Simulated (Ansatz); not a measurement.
# Tc of Ru (P6_3/mmc) from its phonons

What Tc do the phonons of Ru (P6_3/mmc) give, and how does it depend on μ*? The cell shown first is a relaxed one, from steps not shown here.

Method: DFT PBE, scalar-relativistic, plane waves, PseudoDojo norm-conserving pseudopotentials, in the first sound run; inputs show where later runs differ, in Ansatz 0.2.0.

Experimental background.

For Ru (bulk crystal), “List of superconductors” (2026, Wikipedia's table of superconducting elements, as read in December) quotes earlier work: superconducting transition temperature (bulk, normal pressure) 0.49 K.

Most raw output is cut from this account.

In doubt: too few empty bands were carried (step 3), so the values of those runs are not to be relied on.

## (1) The cell after earlier relaxation steps

The structure is hexagonal, space group P6_3/mmc (No. 194). Conventional cell: a = 2.721 Å, b = 2.721 Å, c = 4.299 Å, α = 90.00°, β = 90.00°, γ = 120.00°. Nearest to Ru lie 12 Ru at 2.66 to 2.72 Å.

As a file:

```cif
data_structure
_symmetry_space_group_name_H-M 'P 1'
_symmetry_Int_Tables_number 1
_cell_length_a 2.7209
_cell_length_b 2.7209
_cell_length_c 4.2987
_cell_angle_alpha 90.000
_cell_angle_beta 90.000
_cell_angle_gamma 120.000
_cell_volume 27.56
loop_
_atom_site_label
_atom_site_type_symbol
_atom_site_fract_x
_atom_site_fract_y
_atom_site_fract_z
_atom_site_occupancy
Ru1 Ru 0.33333 0.66667 0.25000 1
Ru2 Ru 0.66667 0.33333 0.75000 1
```

## (2) Resistivity: PseudoDojo files

The run that gives the couplings also evaluates McMillan's and Allen and Dynes's formulas and, where asked, the Eliashberg equations, over a range of μ*.

input.yaml

```yaml
crystal:
  lattice:
    - [2.7208566893, 0.0, 0.0]
    - [-1.3604283447, 2.356331013, 0.0]
    - [0.0, 0.0, 4.2986925691]
  atoms:
    - { symbol: Ru, position: [0.3333333333, 0.6666666667, 0.25] }
    - { symbol: Ru, position: [0.6666666667, 0.3333333333, 0.75] }
kpoints:
  mp_grid: { grid: [9, 9, 6] }
hamiltonian:
  xc: pbe
  pseudopotentials: { kind: nc, accuracy: standard }
scf:
  occupations: { method: methfessel_paxton, width: 0.2 }
output:
  eigenvalues: true
phonons:
  method: dfpt
  qmesh: [3, 3, 2]
  temperatures: { t_max: 1000, t_step: 50 }
  qpath:
    path:
      - [[0.0, 0.0, 0.0], [0.5, 0.0, 0.0], [0.33333333, 0.33333333, 0.0], [0.0, 0.0, 0.0], [0.0, 0.0, 0.5], [0.5, 0.0, 0.5], [0.33333333, 0.33333333, 0.5], [0.0, 0.0, 0.5]]
      - [[0.5, 0.0, 0.5], [0.5, 0.0, 0.0]]
      - [[0.33333333, 0.33333333, 0.5], [0.33333333, 0.33333333, 0.0]]
    npoints: 10
  electrical_resistivity:
    mesh: [18, 18, 8]
    temperatures: [20.0, 50.0, 80.0, 100.0, 150.0, 200.0, 273.0, 300.0, 400.0, 500.0, 600.0, 800.0]
  superconductivity: { mesh: [18, 18, 8], eliashberg_equations: false }
```

The run is started by

```
ansatz run input.yaml --threads 4 --pin off --max-ram 10240MiB --backend cpu --events-out ev --progress --plain --runs-dir out
```

It took 6.6 min on 4 threads of Arm Neoverse V2, shared host; peak memory 2.8 GiB; 26 min of CPU time.

This step gave:

* volume per atom: 13.78 Å³
* metallic on mesh: yes
* gap on the k-mesh: 0 eV
* zero point energy: 0.07402 eV/cell
* share of imaginary modes in the plain interpolation between solved wavevectors: 0
* highest frequency, solved or plainly interpolated: 272.8 cm⁻¹
* Debye temperature (second moment): 379 K
* resistivity at 300 K: 6.988 μΩ cm, mean of the axes
* coupling constant λ: 0.4571
* density of states at the Fermi level: 0.8282 states/eV a spin and cell
* log mean phonon energy ħω_log: 23.03 meV
* transport coupling constant λ_tr: 0.4876, 0.4876, 0.4433 (xx, yy, zz)
* Drude plasma energy: 8.157, 8.157, 9.311 eV (xx, yy, zz)
* resistivity times mean free path: 5.319, 5.319, 3.862 × 10⁻¹⁶ Ω m² (xx, yy, zz)
* second-moment phonon energy ħω₂: 23.93 meV
* coupling λ by branch: 0.0881, 0.0836, 0.0835, 0.0709, 0.0697, 0.0613 (branches by rank of frequency)

Transition temperatures:

| μ* | McMillan Tc (K) | Allen–Dynes Tc (K) |
| --- | --- | --- |
| 0.08 | 3.1 | 3.15 |
| 0.1 | 2.22 | 2.26 |
| 0.12 | 1.5 | 1.52 |
| 0.13 | 1.2 | 1.22 |
| 0.14 | 0.945 | 0.959 |
| 0.16 | 0.542 | 0.549 |
| 0.2 | 0.116 | 0.117 |

## (3) Resistivity: finite displacements

Finite displacements in a supercell are the other road to force constants and couplings; here with the base functional.

This step: DFT PBE, scalar-relativistic, plane waves, PAW (Ansatz 0.2.0).

input.yaml, as its differences from that of step 2:

```diff
@@ -2,5 +2,5 @@
   lattice:
-    - [2.7208566893, 0.0, 0.0]
-    - [-1.3604283447, 2.356331013, 0.0]
-    - [0.0, 0.0, 4.2986925691]
+    - [2.7196079793, 0.0, 0.0]
+    - [-1.3598039897, 2.3552495984, 0.0]
+    - [0.0, 0.0, 4.2965094268]
   atoms:
@@ -12,3 +12,2 @@
   xc: pbe
-  pseudopotentials: { kind: nc, accuracy: standard }
 scf:
@@ -18,4 +17,4 @@
 phonons:
-  method: dfpt
-  qmesh: [3, 3, 2]
+  method: fd
+  supercell: [3, 3, 2]
   temperatures: { t_max: 1000, t_step: 50 }
```

The job ended after 4.5 min (4 threads; peak memory 4.5 GiB).

This step gave:

```
volume per atom                                   : 13.76 Å³
zero point energy                                 : 0.07392 eV/cell
highest frequency, solved or plainly interpolated : 272.2 cm⁻¹
Debye temperature (second moment)                 : 378 K
resistivity at 300 K                              : 6.984 μΩ cm, mean of the axes
coupling constant λ                               : 0.4592
density of states at the Fermi level              : 0.8265 states/eV a spin and cell
log mean phonon energy ħω_log                     : 23 meV
transport coupling constant λ_tr                  : 0.4893, 0.4893, 0.4458 (xx, yy, zz)
Drude plasma energy                               : 8.176, 8.176, 9.329 eV (xx, yy, zz)
resistivity times mean free path                  : 5.308, 5.308, 3.856 × 10⁻¹⁶ Ω m² (xx, yy, zz)
second-moment phonon energy ħω₂                   : 23.9 meV
coupling λ by branch                              : 0.0883, 0.0839, 0.084, 0.0718, 0.0697, 0.0615 (branches by rank of frequency)
```

Transition temperatures:

| μ* | McMillan Tc (K) | Allen–Dynes Tc (K) |
| --- | --- | --- |
| 0.08 | 3.15 | 3.21 |
| 0.1 | 2.26 | 2.3 |
| 0.12 | 1.54 | 1.56 |
| 0.13 | 1.23 | 1.25 |
| 0.14 | 0.972 | 0.987 |
| 0.16 | 0.561 | 0.568 |
| 0.2 | 0.123 | 0.124 |

## (4) Electron–phonon run: r2SCAN at its own relaxed cell

The functional sets the lattice constant, the bands and the force constants.

This step: DFT r2SCAN, scalar-relativistic, plane waves, PAW (Ansatz 0.2.0).

input.yaml, as its differences from that of step 3:

```diff
@@ -2,5 +2,5 @@
   lattice:
-    - [2.7196079793, 0.0, 0.0]
-    - [-1.3598039897, 2.3552495984, 0.0]
-    - [0.0, 0.0, 4.2965094268]
+    - [2.7020379519, 0.0, 0.0]
+    - [-1.351018976, 2.3400335083, 0.0]
+    - [0.0, 0.0, 4.2659057531]
   atoms:
@@ -11,3 +11,3 @@
 hamiltonian:
-  xc: pbe
+  xc: r2scan
 scf:
@@ -17,4 +17,4 @@
 phonons:
-  method: fd
-  supercell: [3, 3, 2]
+  method: dfpt
+  qmesh: [3, 3, 2]
   temperatures: { t_max: 1000, t_step: 50 }
```

The job ended after 6.3 min (4 threads; peak memory 4.3 GiB).

This step gave:

```
volume per atom                                   : 13.49 Å³
zero point energy                                 : 0.07623 eV/cell
highest frequency, solved or plainly interpolated : 281.8 cm⁻¹
Debye temperature (second moment)                 : 390 K
resistivity at 300 K                              : 6.68 μΩ cm, mean of the axes
coupling constant λ                               : 0.4753
density of states at the Fermi level              : 0.7684 states/eV a spin and cell
log mean phonon energy ħω_log                     : 23.59 meV
transport coupling constant λ_tr                  : 0.5078, 0.5078, 0.4633 (xx, yy, zz)
Drude plasma energy                               : 8.485, 8.485, 9.714 eV (xx, yy, zz)
resistivity times mean free path                  : 5.255, 5.255, 3.791 × 10⁻¹⁶ Ω m² (xx, yy, zz)
second-moment phonon energy ħω₂                   : 24.54 meV
coupling λ by branch                              : 0.0927, 0.0886, 0.086, 0.0741, 0.0713, 0.0626 (branches by rank of frequency)
```

Transition temperatures:

| μ* | McMillan Tc (K) | Allen–Dynes Tc (K) |
| --- | --- | --- |
| 0.08 | 3.68 | 3.75 |
| 0.1 | 2.7 | 2.75 |
| 0.12 | 1.89 | 1.92 |
| 0.13 | 1.54 | 1.56 |
| 0.14 | 1.24 | 1.25 |
| 0.16 | 0.747 | 0.757 |
| 0.2 | 0.19 | 0.192 |

The Eliashberg function α²F has structure finer than the step of the table below, so its rows give means over 1 meV, whole bins alone (the curve runs from 0.128 to 32.7 meV). Peaks (meV: height): α²F 20.7: 0.486, 22.7: 0.476, 26.3: 0.529, 30.9: 0.535; α²F tr 18.6: 0.364, 20.7: 0.525, 22.7: 0.541, 26.3: 0.551, 30.9: 0.554.

Eliashberg function α²F against phonon energy; means over each step:

| phonon energy (meV) | α²F | α²F tr |
| --- | --- | --- |
| 3 | 4.2e-5 | 0 |
| 4 | 1.5e-4 | 3.9e-5 |
| 5 | 5.0e-4 | 1.4e-4 |
| 6 | 8.9e-4 | 2.7e-4 |
| 7 | 0.00140 | 5.2e-4 |
| 8 | 0.00214 | 9.6e-4 |
| 9 | 0.00310 | 0.00162 |
| 10 | 0.00417 | 0.00240 |
| 11 | 0.00545 | 0.00333 |
| 12 | 0.00702 | 0.00446 |
| 13 | 0.00914 | 0.00594 |
| 14 | 0.0123 | 0.00842 |
| 15 | 0.0173 | 0.0124 |
| 16 | 0.0314 | 0.0263 |
| 17 | 0.0865 | 0.0864 |
| 18 | 0.175 | 0.179 |
| 19 | 0.311 | 0.319 |
| 20 | 0.400 | 0.421 |
| 21 | 0.425 | 0.465 |
| 22 | 0.324 | 0.356 |
| 23 | 0.400 | 0.440 |
| 24 | 0.317 | 0.334 |
| 25 | 0.391 | 0.409 |
| 26 | 0.492 | 0.517 |
| 27 | 0.491 | 0.497 |
| 28 | 0.387 | 0.399 |
| 29 | 0.276 | 0.292 |
| 30 | 0.375 | 0.386 |
| 31 | 0.493 | 0.509 |
| 32 | 0.275 | 0.277 |

## (5) Results

* meshes: q 3×3×2, k 9×9×6, scattering 18×18×8
* coupling constant λ: 0.475
* log mean phonon energy ħω_log: 23.6 meV
* Allen–Dynes Tc at μ* = 0.1: 2.75 K
* Allen–Dynes Tc at μ* = 0.13: 1.56 K

What this shows: In the last run (r2SCAN, q 3×3×2, k 9×9×6, scattering 18×18×8), with λ = 0.48 and ħω_log = 23.6 meV, Tc at μ* = 0.13 is 1.5 K by McMillan's formula and 1.6 K by Allen and Dynes's. Allen and Dynes's formula meets the measured 0.49 K at μ* near 0.17. Raising μ* from 0.10 to 0.16 lowers the Allen–Dynes value from 2.8 to 0.76 K. By the run's own test λ is not converged in the fine mesh: it moves by 2 % between the two finest. The run's transport test calls it not converged in the mesh; ρ(300 K) moves by 14 % in the component that moves most. λ of these runs moves by 2 to 2 % between their two finest meshes, and Tc by more, so small gaps between the runs or to the measured value rank nothing. These meshes are coarse. Over the runs, λ takes the values 0.457, 0.459 and 0.475, in the order shown. μ* is a typed number, phonons are harmonic, and spin fluctuations are left out; at μ* = 0.13 McMillan's formula turns 1 % in λ into about 5.5 % in Tc.

Computed beside measured:

| quantity | measured | Allen–Dynes, PBE, q 3×3×2, fine 18×18×8, PseudoDojo files | Allen–Dynes, PBE, q 3×3×2, fine 18×18×8, displacements | Allen–Dynes, r2SCAN, q 3×3×2, fine 18×18×8 |
| --- | --- | --- | --- | --- |
| superconducting transition temperature (μ* = 0.13) (kelvin) | 0.49 | 1.22 (+149.0 %) | 1.25 (+155.1 %) | 1.56 (+218.4 %) |

Measured values from Wikipedia's table of superconducting elements, as read in December (2026).

How well it matches: For the superconducting transition temperature, of the levels listed nearest comes Allen–Dynes, PBE, q 3×3×2, fine 18×18×8, PseudoDojo files (+149.0 %, a clear miss) and farthest Allen–Dynes, r2SCAN, q 3×3×2, fine 18×18×8 (+218.4 %, a clear miss). Limits of convergence are named above.

[Logs are printed without paths, hosts, clocks, repeated set-up lines and the standing remarks that a program may print on its own settings, such as how far it seeks lower states.]

[Hosts, paths, dates, database ids (printed as entryN), source tags and the programs' standing remarks are cut or masked in the printed files.]
